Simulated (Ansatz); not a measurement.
# What Li5Sc (built on the YCu5 structure) distorts into, part 2 of 2

Aim: this structure of Li5Sc (built on the YCu5 structure) is to be tested for unstable modes, and one is followed downhill.

Ansatz 0.2.0; DFT LDA, scalar-relativistic, plane waves, norm-conserving pseudopotentials.

So far, highest frequency on path, mesh or solved points (cm⁻¹): step 2 (response at finite wavevector) 513. Also lowest frequency on the path (cm⁻¹): step 2 -192.

The structure was built from a prototype and need not be the compound's stable phase.

**6. Relaxing from the distorted cell**

Starting from the lowest point found, all atoms and the cell are let go, so that strain and other modes of the same symmetry can join in.

File input.yaml:

```yaml
crystal:
  lattice:
    - [5.4587728257, -3.2997e-06, 0.0]
    - [-2.7293835553, 4.7274375904, 0.0]
    - [0.0, 0.0, 4.4051032889]
  atoms:
    - { symbol: Sc, position: [0.0, 0.0, 0.0] }
    - { symbol: Li, position: [0.609914814, 0.0, 0.5] }
    - { symbol: Li, position: [0.390085186, 0.390085186, 0.5] }
    - { symbol: Li, position: [0.0, 0.609914814, 0.5] }
    - { symbol: Li, position: [0.3333333333, 0.6666666667, 0.0] }
    - { symbol: Li, position: [0.6666666667, 0.3333333333, 0.0] }
kpoints:
  mp_grid: { grid: [6, 6, 8] }
hamiltonian:
  xc: lda
  pseudopotentials: { kind: nc }
scf:
  occupations: { method: methfessel_paxton, width: 0.15 }
output:
  forces: true
  stress: true
  eigenvalues: true
relax:
  adjacent_minimum: "off"
  f_tol: 0.002
  max_steps: 120
  cell: { stress_tol: 0.03 }
```

On the command line:

```bash
$ ansatz run input.yaml --threads 8 --pin off --max-ram 14336MiB --backend cpu --events-out ev --progress --plain --runs-dir out
```

The program printed:

```text
[...]
Crystal: 6 atoms, lattice volume = 113.678 Å³
Basis set: ecut = 1061.244064 eV, 8945 PW (Γ)
Bands: 19, of which v1, the nominal top of the filled ones, is band 13 counted from 1 (12 counted from 0)
Symmetry: 12 space group operations
[...]
k-points: 35 of 288 (time reversal used)
[...]
SCF iter   1: F=—  HF=-2284.307670 eV  |F-HF|=—  |Δ(HF+E_count)|=         —  Δρ=3.92e-2  dr2=5.40e0  ethr=3.10e-3  ⟨swp⟩=5.7  Hψ=3353  notcnv=0
[...]
SCF iter  10: F=-2283.119435 eV  HF=-2283.119435 eV  |F-HF|=1.27e-10  |Δ(HF+E_count)|=   1.07e-7  S|Δr|=    0.00e0  Δρ=1.57e-6  dr2=5.63e-10  ethr=3.85e-10  ⟨swp⟩=6.3  Hψ=3072  notcnv=0
SCF 1 converged in 10 iterations: F = -2283.119435 eV  dr2 = 5.63e-10
relax step   1: F+E_penalty+E_count = -2283.11943485 eV  Δ(F+E_penalty+E_count) = +0.000e0 eV  max|allowed force component| = 5.318e-2 eV/Å  Δτ_max = 0.0000 Å  P = -0.329 GPa  Ω = 113.678 Å³  (10 SCF iters, dr2 threshold 1.00e-7 eV, accepted)
Crystal: 6 atoms, lattice volume = 110.986 Å³
Basis set: ecut = 1061.244064 eV, 8731 PW (Γ)
[...]
SCF iter   6: F=-2283.187976 eV  HF=-2283.187976 eV  |F-HF|=4.59e-8  |Δ(HF+E_count)|=   3.63e-7  S|Δr|=    0.00e0  Δρ=7.58e-6  dr2=7.66e-8  ethr=2.31e-9  ⟨swp⟩=6.2  Hψ=3060  notcnv=0
SCF 2 converged in 6 iterations: F = -2283.187976 eV  dr2 = 7.66e-8
relax step   2: F+E_penalty+E_count = -2283.18797632 eV  Δ(F+E_penalty+E_count) = -6.854e-2 eV  max|allowed force component| = 8.891e-3 eV/Å  Δτ_max = 0.0846 Å  P = +0.236 GPa  Ω = 110.986 Å³  energy of the carried Pulay correction = +2.004e-4 eV  (6 SCF iters, dr2 threshold 6.00e-7 eV, accepted)
Crystal: 6 atoms, lattice volume = 111.854 Å³
Basis set: ecut = 1061.244064 eV, 8803 PW (Γ)
[...]
SCF iter   5: F=-2283.231074 eV  HF=-2283.231074 eV  |F-HF|=2.84e-7  |Δ(HF+E_count)|=   5.47e-7  S|Δr|=    0.00e0  Δρ=1.82e-5  dr2=5.75e-7  ethr=2.31e-9  ⟨swp⟩=5.2  Hψ=3420  notcnv=0
SCF 3 converged in 5 iterations: F = -2283.231074 eV  dr2 = 5.75e-7
relax step   3: F+E_penalty+E_count = -2283.23107408 eV  Δ(F+E_penalty+E_count) = -4.310e-2 eV  max|allowed force component| = 2.234e-2 eV/Å  Δτ_max = 0.0330 Å  P = +0.065 GPa  Ω = 111.854 Å³  energy of the carried Pulay correction = +1.353e-4 eV  (5 SCF iters, dr2 threshold 6.00e-7 eV, accepted)
[...]
relax step   4: F+E_penalty+E_count = -2283.23130036 eV  Δ(F+E_penalty+E_count) = -2.263e-4 eV  max|allowed force component| = 5.761e-2 eV/Å  Δτ_max = 0.0711 Å  P = -0.029 GPa  Ω = 112.722 Å³  energy of the carried Pulay correction = +7.062e-5 eV  (6 SCF iters, dr2 threshold 4.40e-7 eV, accepted)
[...]
relax step   5: F+E_penalty+E_count = -2283.23442062 eV  Δ(F+E_penalty+E_count) = -3.120e-3 eV  max|allowed force component| = 1.414e-2 eV/Å  Δτ_max = 0.0488 Å  P = +0.006 GPa  Ω = 112.135 Å³  energy of the carried Pulay correction = +1.143e-4 eV  (7 SCF iters, dr2 threshold 2.07e-7 eV, accepted)
[...]
relax step   6: F+E_penalty+E_count = -2283.23474945 eV  Δ(F+E_penalty+E_count) = -3.288e-4 eV  max|allowed force component| = 1.995e-4 eV/Å  Δτ_max = 0.0076 Å  P = +0.004 GPa  Ω = 112.239 Å³  energy of the carried Pulay correction = +1.065e-4 eV  (6 SCF iters, dr2 threshold 3.05e-8 eV, accepted)
[...]
relax step   7: F+E_penalty+E_count = -2283.23785644 eV  Δ(F+E_penalty+E_count) = -3.107e-3 eV  max|allowed force component| = 1.182e-4 eV/Å  Δτ_max = 0.0000 Å  P = +0.063 GPa  Ω = 112.239 Å³  stress off target by 1.62e-1 GPa  SCF on the basis re-selected at this cell (its energy is not comparable with the rows above)  (6 SCF iters)
[...]
relax step   8: F+E_penalty+E_count = -2283.23809519 eV  Δ(F+E_penalty+E_count) = -2.388e-4 eV  max|allowed force component| = 1.040e-3 eV/Å  Δτ_max = 0.0025 Å  P = +0.004 GPa  Ω = 112.549 Å³  energy of the carried Pulay correction = -2.292e-5 eV  (5 SCF iters, dr2 threshold 6.54e-8 eV, accepted)
[...]
relax step   9: F+E_penalty+E_count = -2283.23810472 eV  Δ(F+E_penalty+E_count) = -9.527e-6 eV  max|allowed force component| = 2.902e-6 eV/Å  Δτ_max = 0.0015 Å  P = -0.000 GPa  Ω = 112.582 Å³  energy of the carried Pulay correction = -2.528e-5 eV  (7 SCF iters, accepted)
[...]
SCF iter   3: F=-2283.238135 eV  HF=-2283.238135 eV  |F-HF|=1.46e-11  |Δ(HF+E_count)|=  5.49e-10  S|Δr|=    0.00e0  Δρ=1.99e-7  dr2=1.90e-11  ethr=1.00e-12  ⟨swp⟩=6.2  Hψ=3760  notcnv=0
SCF 10 converged in 3 iterations: F = -2283.238135 eV  dr2 = 1.90e-11
relax step  10: F+E_penalty+E_count = -2283.23813460 eV  Δ(F+E_penalty+E_count) = -2.988e-5 eV  max|allowed force component| = 1.953e-6 eV/Å  Δτ_max = 0.0000 Å  P = +0.000 GPa  Ω = 112.582 Å³  stress off target by 2.40e-3 GPa  SCF on the basis re-selected at this cell (its energy is not comparable with the rows above)  (3 SCF iters)
[...]
SCF converged after 3 iterations
[...]
Free energy (F): -2283.238135 eV
[...]
Internal energy: -2283.240505 eV  (E = F + TS)
E sigma→0 (E₀):  -2283.238727 eV
Entropy (-TS):   0.002371 eV (0.395 meV/atom)
Fermi energy:    2.868915 eV
Step filling:    the computed levels leave a gap of 0.0067 eV = 0.0 smearing widths at the electron count; against every level under it full and every level over it empty, smearing changes F+E_penalty+E_count by +1.105 meV and its σ→0 estimate by +0.512 meV
[...]
--- Stress (GPa, compression-positive) ---
       -0.000609      -0.000000       0.000000
       -0.000000      -0.000609      -0.000000
        0.000000      -0.000000       0.002395
  P = ⅓ Tr σ = 0.0004 GPa (0.004 kbar)
--- Band table (eV; the first three rows and the last of 35) ---
  k-point 0: bands = [... 9 lower, -1.0647, 2.6966, 2.6966, 2.8824, 2.9780, 3.9390, 3.9390, 4.7976, ... 2 higher]
  k-point 1: bands = [... 9 lower, -0.9868, 2.3827, 2.7093, 2.7093, 3.2459, 3.8394, 3.8394, 4.9525, ... 2 higher]
  k-point 2: bands = [... 9 lower, -0.7582, 1.6573, 2.7454, 2.7454, 3.5581, 3.6515, 3.6515, 4.9698, ... 2 higher]
  k-point 34: bands = [... 9 lower, 1.5924, 1.8249, 1.8249, 2.1076, 2.1076, 2.3381, 4.1491, 4.1491, ... 2 higher]
--- Relaxed structure (8 steps of the walk, 8 accepted, 2 SCFs on fresh bases) ---
  F+E_penalty+E_count = -2283.23813460 eV   max|allowed force component| = 1.953e-6 eV/Å   (the final SCF, on the basis selected at the relaxed cell)
  cell:  # Å, volume = 112.5818 Å³
    - [5.176768, -3.129194e-6, 5.003294e-18]
    - [-2.588381, 4.483214, -2.501645e-18]
    - [4.037543e-18, 0, 4.850876]
  atoms:
    - { symbol: Sc, position: [-9.889684e-19, -5.810016e-19, 0] }
    - { symbol: Li, position: [0.637656, -1.531118e-18, 0.5] }
    - { symbol: Li, position: [0.362344, 0.362344, 0.5] }
    - { symbol: Li, position: [-3.899676e-19, 0.637656, 0.5] }
    - { symbol: Li, position: [0.333333, 0.666667, 0] }
    - { symbol: Li, position: [0.666667, 0.333333, 0] }
```

Elapsed: 27 s, on 8 threads of Arm Neoverse V2, shared host; peak memory 0.86 GiB; 3.5 min of CPU time.

The steps of the relaxation:

| step | energy less that of the first step (eV) | largest force component (eV/Å) | pressure (GPa) | volume (Å³) |
| --- | --- | --- | --- | --- |
| 1 | 0.0000 | 0.0532 | -0.33 | 113.68 |
| 2 | -0.0685 | 0.0089 | 0.24 | 110.99 |
| 3 | -0.1116 | 0.0223 | 0.06 | 111.85 |
| 4 | -0.1119 | 0.0576 | -0.03 | 112.72 |
| 5 | -0.1150 | 0.0141 | 0.01 | 112.13 |
| 6 | -0.1153 | 0.0002 | 0.00 | 112.24 |
| 7* | -0.1184 | 0.0001 | 0.06 | 112.24 |
| 8 | -0.1187 | 0.0010 | 0.00 | 112.55 |
| 9 | -0.1187 | 0.0000 | 0.00 | 112.58 |
| 10* | -0.1187 | 0.0000 | 0.00 | 112.58 |

Relaxation steps marked * repeat the geometry before them on a plane-wave basis chosen anew for their cell, so energy and pressure can jump there.

The run keeps the 12 symmetry operations that the program found, so distortions that break them were not tested.

| conventional cell, symmetrised | before | after | change |
| --- | --- | --- | --- |
| a (Å) | 5.459 | 5.177 | -5.2 % |
| b (Å) | 5.459 | 5.177 | -5.2 % |
| c (Å) | 4.405 | 4.851 | +10.1 % |
| volume (Å³/atom) | 18.95 | 18.76 | -1.0 % |

The atoms that moved most (Å, as changes of fractional coordinates times the final cell):

| atom | dx | dy | dz | length |
| --- | --- | --- | --- | --- |
| Li2 | 0.144 | 0.000 | 0.000 | 0.144 |
| Li4 | -0.072 | 0.124 | 0.000 | 0.144 |
| Li3 | -0.072 | -0.124 | 0.000 | 0.144 |

Final coordinates:

```cif
data_structure
_symmetry_space_group_name_H-M 'P 1'
_symmetry_Int_Tables_number 1
_cell_length_a 5.1768
_cell_length_b 5.1768
_cell_length_c 4.8509
_cell_angle_alpha 90.000
_cell_angle_beta 90.000
_cell_angle_gamma 120.000
_cell_volume 112.58
loop_
_atom_site_label
_atom_site_type_symbol
_atom_site_fract_x
_atom_site_fract_y
_atom_site_fract_z
_atom_site_occupancy
Sc1 Sc 0.00000 0.00000 0.00000 1
Li2 Li 0.63766 0.00000 0.50000 1
Li3 Li 0.36234 0.36234 0.50000 1
Li4 Li 0.00000 0.63766 0.50000 1
Li5 Li 0.33333 0.66667 0.00000 1
Li6 Li 0.66667 0.33333 0.00000 1
```

Read from the output:

| Property | Result |
| --- | --- |
| pressure | 3.93e-4 GPa |
| volume per atom | 18.76 Å³ |

The distorted start has space group P-62m; the relaxation ends in P-62m.

**7. The new phase in its own primitive cell**

The relaxed structure is symmetrised, reduced to its primitive cell and relaxed tightly, as its phonons need.

input.yaml, the sections that differ from step 6:

```yaml
crystal:
  lattice:
    - [5.176768322, 0.0, 0.0]
    - [-2.588384161, 4.4832128763, 0.0]
    - [0.0, 0.0, 4.8508761097]
  atoms:
    - { symbol: Sc, position: [0.0, 0.0, 0.0] }
    - { symbol: Li, position: [0.6376557078, 0.0, 0.5] }
    - { symbol: Li, position: [0.3623442922, 0.3623442922, 0.5] }
    - { symbol: Li, position: [0.0, 0.6376557078, 0.5] }
    - { symbol: Li, position: [0.3333333333, 0.6666666667, 0.0] }
    - { symbol: Li, position: [0.6666666667, 0.3333333333, 0.0] }
kpoints:
  mp_grid: { grid: [9, 9, 6] }
relax:
  adjacent_minimum: "off"
  f_tol: 0.001
  max_steps: 60
  cell: { stress_tol: 0.01 }
# hamiltonian, scf, output: as in step 6
```

The program printed:

```text
[...]
Crystal: 6 atoms, lattice volume = 112.582 Å³
Basis set: ecut = 1061.244064 eV, 8791 PW (Γ)
Bands: 19, of which v1, the nominal top of the filled ones, is band 13 counted from 1 (12 counted from 0)
Symmetry: 12 space group operations
[...]
k-points: 48 of 486 (time reversal used)
[...]
cell:  # Å, volume = 112.6467 Å³
    - [5.191887, -5.594974e-19, 0]
    - [-2.595943, 4.496306, 0]
    - [0, 0, 4.825444]
  atoms:
    - { symbol: Sc, position: [0, 0, 0] }
    - { symbol: Li, position: [0.636654, 0, 0.5] }
    - { symbol: Li, position: [0.363346, 0.363346, 0.5] }
    - { symbol: Li, position: [-5.551115e-17, 0.636654, 0.5] }
    - { symbol: Li, position: [0.333333, 0.666667, 0] }
    - { symbol: Li, position: [0.666667, 0.333333, 0] }
[key lines of the parts left out:]
SCF converged after 4 iterations
Free energy (F): -2283.240914 eV
Fermi energy:    2.871243 eV
P = ⅓ Tr σ = 0.0007 GPa (0.007 kbar)
```

Wall time 21 s (8 threads); peak memory 0.91 GiB.

Step by step:

| step | energy less that of the first step (eV) | largest force component (eV/Å) | pressure (GPa) | volume (Å³) |
| --- | --- | --- | --- | --- |
| 1 | 0.0000 | 0.0012 | 0.02 | 112.58 |
| 2 | -0.0003 | 0.0010 | 0.00 | 112.69 |
| 3 | -0.0004 | 0.0018 | 0.01 | 112.58 |
| 4 | -0.0004 | 0.0034 | 0.00 | 112.65 |
| 5 | -0.0004 | 0.0001 | 0.00 | 112.65 |
| 6* | -0.0004 | 0.0001 | 0.00 | 112.65 |

Relaxation steps marked * repeat the geometry before them on a plane-wave basis chosen anew for their cell, so energy and pressure can jump there. Relaxation step 4 was tried and not accepted.

Forces are held to the 12 operations that the program found; a distortion that breaks them can't arise in this run.

| conventional cell, symmetrised | before | after | change |
| --- | --- | --- | --- |
| a (Å) | 5.177 | 5.192 | +0.3 % |
| b (Å) | 5.177 | 5.192 | +0.3 % |
| c (Å) | 4.851 | 4.825 | -0.5 % |
| volume (Å³/atom) | 18.76 | 18.77 | +0.1 % |

Final coordinates:

```cif
data_structure
_symmetry_space_group_name_H-M 'P 1'
_symmetry_Int_Tables_number 1
_cell_length_a 5.1919
_cell_length_b 5.1919
_cell_length_c 4.8254
_cell_angle_alpha 90.000
_cell_angle_beta 90.000
_cell_angle_gamma 120.000
_cell_volume 112.65
loop_
_atom_site_label
_atom_site_type_symbol
_atom_site_fract_x
_atom_site_fract_y
_atom_site_fract_z
_atom_site_occupancy
Sc1 Sc 0.00000 0.00000 0.00000 1
Li2 Li 0.63665 0.00000 0.50000 1
Li3 Li 0.36335 0.36335 0.50000 1
Li4 Li 0.00000 0.63665 0.50000 1
Li5 Li 0.33333 0.66667 0.00000 1
Li6 Li 0.66667 0.33333 0.00000 1
```

Read from the output:

- pressure: 7.20e-4 GPa
- volume per atom: 18.77 Å³

The largest force component left is 0.14 meV/Å and the pressure is 0.001 GPa, within the tolerances set. The cell now holds 18.77 Å³/atom.

**8. Modes of the new phase, k-mesh 9×9×6**

A relaxed structure may still be a saddle point, so its zone-centre modes are computed. No field response is asked, since the mesh shows no gap.

input.yaml, the sections that differ from step 7:

```yaml
crystal:
  lattice:
    - [5.1918868355, 0.0, 0.0]
    - [-2.5959434177, 4.4963058931, 0.0]
    - [0.0, 0.0, 4.8254438613]
  atoms:
    - { symbol: Sc, position: [0.0, 0.0, 0.0] }
    - { symbol: Li, position: [0.6366540906, 0.0, 0.5] }
    - { symbol: Li, position: [0.3633459094, 0.3633459094, 0.5] }
    - { symbol: Li, position: [0.0, 0.6366540906, 0.5] }
    - { symbol: Li, position: [0.3333333333, 0.6666666667, 0.0] }
    - { symbol: Li, position: [0.6666666667, 0.3333333333, 0.0] }
output:
  eigenvalues: true
phonons:
  method: dfpt
# kpoints, hamiltonian, scf: as in step 7
# relax: removed
```

The program printed:

```text
zone centre: on kpoints.mp_grid the ground state, and the responses unless they are solved on pairs of k-points, stand on 164 of the mesh's 486 k-points, reduced under 2 symmetry operations, with k and −k counted as one. Each operation leaves every solved displacement unchanged or reverses it
[...]
Crystal: 6 atoms, lattice volume = 112.647 Å³
Basis set: ecut = 1061.244064 eV, 8827 PW (Γ), exchange–correlation on 120×120×108 points (8 copies of the dense FFT grid, shifted against one another)
Bands: 19, of which v1, the nominal top of the filled ones, is band 13 counted from 1 (12 counted from 0)
Symmetry: 12 space group operations
k-points: 164 of 486 (irreducible under 2 space group operations, time reversal used)
[...]
SCF iter   1: F=—  HF=-2284.136580 eV  |F-HF|=—  |Δ(HF+E_count)|=         —  Δρ=3.60e-2  dr2=4.10e0  ethr=3.10e-3  ⟨swp⟩=5.8  Hψ=15829  notcnv=0
[...]
SCF iter  12: F=-2283.240914 eV  HF=-2283.240914 eV  |F-HF|=5.46e-12  |Δ(HF+E_count)|=  1.73e-11  S|Δr|=    0.00e0  Δρ=6.24e-8  dr2=6.29e-12  ethr=1.00e-12  ⟨swp⟩=9.9  Hψ=16681  notcnv=0
the search or the solves at the SCF's close seem to have found levels that the self-consistency loop had missed (the run counts 2). By its estimate they hold under 1e-12 electrons; where the run keeps them, the occupations were computed again with them
SCF 1 converged in 12 iterations: F = -2283.240914 eV  dr2 = 6.29e-12
DFPT response loops at Γ: preconditioner auto → Kerker (q_TF=auto, 2.137 Å⁻¹) (partly filled bands, converged f_vac=0.000); β = 1.00, the filter's whole step (`scf.mixing.beta` (0.50) is not read by the response loops under this deck's `scf.mixing.preconditioner`; to damp them name `kerker` or `kerker_dos`, under which they read `scf.mixing.beta`, and type it under 1.00, their step now; both keys bind the ground state too); Broyden in place of MSR1
SCF converged after 12 iterations
[...]
Free energy (F): -2283.240914 eV
[...]
Internal energy: -2283.247767 eV  (E = F + TS)
E sigma→0 (E₀):  -2283.242627 eV
Entropy (-TS):   0.006853 eV (1.142 meV/atom)
Fermi energy:    2.871244 eV
[...]
--- Band table (eV; the first three rows and the last of 164) ---
  k-point 0: bands = [... 9 lower, -1.0675, 2.6898, 2.6898, 2.8748, 3.0233, 3.9293, 3.9293, 4.7585, ... 2 higher]
  k-point 1: bands = [... 9 lower, -0.9277, 2.1755, 2.7127, 2.7127, 3.3437, 3.7628, 3.7628, 4.9512, ... 2 higher]
  k-point 2: bands = [... 9 lower, -0.5282, 1.1947, 2.7725, 2.7725, 3.5142, 3.5142, 3.8082, 4.9087, ... 2 higher]
  k-point 163: bands = [... 9 lower, 0.8618, 1.2135, 2.2059, 2.2388, 2.9131, 3.1269, 3.8480, 4.1924, ... 2 higher]
--- Phonons (Γ-DFPT): 7 representative perturbations + reference, on 164 of 486 k-points (Σ response iterations 28) ---
  k mesh reduced under 2 symmetry operations, with k and −k counted as one. Each operation leaves every solved displacement unchanged or reverses it
  ASR residual: 2.938e-4 → 0.000e0 eV/Å²; symmetrization residual: 2.373e-6 eV/Å²
  ASR residual per site (eV/Å²): 2.94e-4 1.00e-5 1.00e-5 1.00e-5 6.02e-6 6.02e-6
[...]
non-analytic LO–TO correction: not included (Born effective charges unavailable; polar crystals: no LO–TO splitting at Γ)
```

The job ended after 1.7 min (8 threads; peak memory 3.6 GiB).

Read from the output:

```yaml
sum_rule_residual_before_enforcement: 2.94e-4 eV/Å²
point_group: -6m2
highest_optical_mode_at_the_zone_centre_no_lo_to_term: 355.2 cm⁻¹
lowest_optical_zone_centre_mode: 131.8 cm⁻¹
```

Patterns of degenerate modes are one choice out of their space. The modes at Γ (shares of kinetic energy by element, %):

| mode | frequency (cm⁻¹) | symmetry | Sc % | Li % |
| --- | --- | --- | --- | --- |
| 1 | 0.0 | acoustic | 56 | 44 |
| 2 | 0.0 | acoustic | 56 | 44 |
| 3 | 0.0 | acoustic | 56 | 44 |
| 4 | 131.8 | E' | 23 | 77 |
| 5 | 131.8 | E' | 23 | 77 |
| 6 | 170.3 | A2'' | 41 | 59 |
| 7 | 245.2 | A1' | 0 | 100 |
| 8 | 281.8 | A1'' | 0 | 100 |
| 9 | 294.3 | E'' | 0 | 100 |
| 10 | 294.3 | E'' | 0 | 100 |
| 11 | 294.5 | E' | 5 | 95 |
| 12 | 294.5 | E' | 5 | 95 |
| 13 | 302.9 | E' | 15 | 85 |
| 14 | 302.9 | E' | 15 | 85 |
| 15 | 335.2 | E' | 0 | 100 |
| 16 | 335.2 | E' | 0 | 100 |
| 17 | 350.9 | A2' | 0 | 100 |
| 18 | 355.2 | A2'' | 2 | 98 |

Displacements in mode 4 (131.8 cm⁻¹), the largest set to 1:
```
Sc1  0.00 -0.33  0.00
Li2  0.00  1.00  0.00
Li3 -0.13  0.77  0.00
Li4  0.13  0.77  0.00
Li5 -0.01 -0.21  0.00
Li6  0.01 -0.21  0.00
```

Displacements in mode 8 (281.8 cm⁻¹), the largest set to 1:
```
Sc1  0.00  0.00  0.00
Li2  0.00  0.00  0.00
Li3  0.00  0.00  0.00
Li4  0.00  0.00  0.00
Li5  0.00  0.00 -1.00
Li6  0.00  0.00  1.00
```

Before it was imposed, the acoustic sum rule was missed by 2.9e-4 eV/Å². Small misses are needed for a sound result but don't prove that mesh and cutoff are converged. The lowest optical mode is real, 132 cm⁻¹.

**9. The phases reached**

The phases reached along the modes that were followed are set side by side.

Energies are those of the first relaxation, on the mesh of the frozen mode; space group, volume and gap are those of the last relaxation. Phases, by row:

| mode frozen in | space group | energy from parent (meV/atom) | volume (Å³/atom) | gap on mesh (eV) | lowest zone-centre optical mode (cm⁻¹) | largest shift (Å) |
| --- | --- | --- | --- | --- | --- | --- |
| parent | P6/mmm | 0 | 18.95 | 0 | – | – |
| q = (0, 0, -0.5), 192i cm⁻¹ | P6_3/mcm | -53.91 | 18.75 | 0 | – | 0.717 |
| q = (0, 0, 0), 168i cm⁻¹ | P-62m | -53.56 | 18.77 | 0 | 131.8 | 0.713 |

**10. Summary of results**

- unstable mode of the parent: q = (0, 0, 0), 168i cm⁻¹
- depth at the lowest point sampled: 33.9 meV/atom
- largest atomic shift at that point: 0.6 Å
- space group reached: P-62m
- energy gained over the parent (first relaxation, on the mesh of the frozen mode): 53.6 meV/atom
- volume per atom, phase reached: 18.8 Å³
- lowest optical zone-centre mode, phase reached: 132 cm⁻¹
- highest optical mode at the zone centre (no LO-TO term), phase reached: 355 cm⁻¹

What this shows: Along this mode the structure falls into P-62m, 53.6 meV/atom below the parent. At the parent's cell the well is 33.91 meV/atom deep on the steps tried, with its lowest point at a shift of 0.6 Å. That is the last step tried, so the steps alone don't bracket the bottom of the well. Relaxing atoms and cell changes the gain by +19.65 meV/atom against the lowest step (energies at zero smearing). The new phase has no imaginary mode at the zone centre of its cell; other wavevectors were not checked. Of the 2 patterns followed from this parent, this one ends 0.345 meV/atom above the lowest, P6_3/mcm. Differences under 1.0 meV/atom are within the error of comparing unlike cells and meshes, so the order among close phases is not settled. Each path keeps the symmetry of its pattern, so a lower phase may lie along a pattern not tried. The q mesh stands for a supercell only 8.8 Å across, so branches between the solved wavevectors are rough. With no gap, or one that is small against the smearing, the frequencies hang on the k mesh and the smearing, most of all near Kohn anomalies. The starting cell was built on a prototype and not taken from a measurement, so the phase need not exist.

[Long decimals in the printed logs are rounded to 6 places.]

[Logs are printed without paths, hosts, clocks, repeated set-up lines and the standing remarks that a program may print on its own settings, such as how far it seeks lower states.]

[Hosts, paths, dates, database ids (printed as entryN), source tags and the programs' standing remarks are cut or masked in the printed files.]

[Where the starting crystal was built by hand or by swapping elements, it need not be the compound's stable phase.]
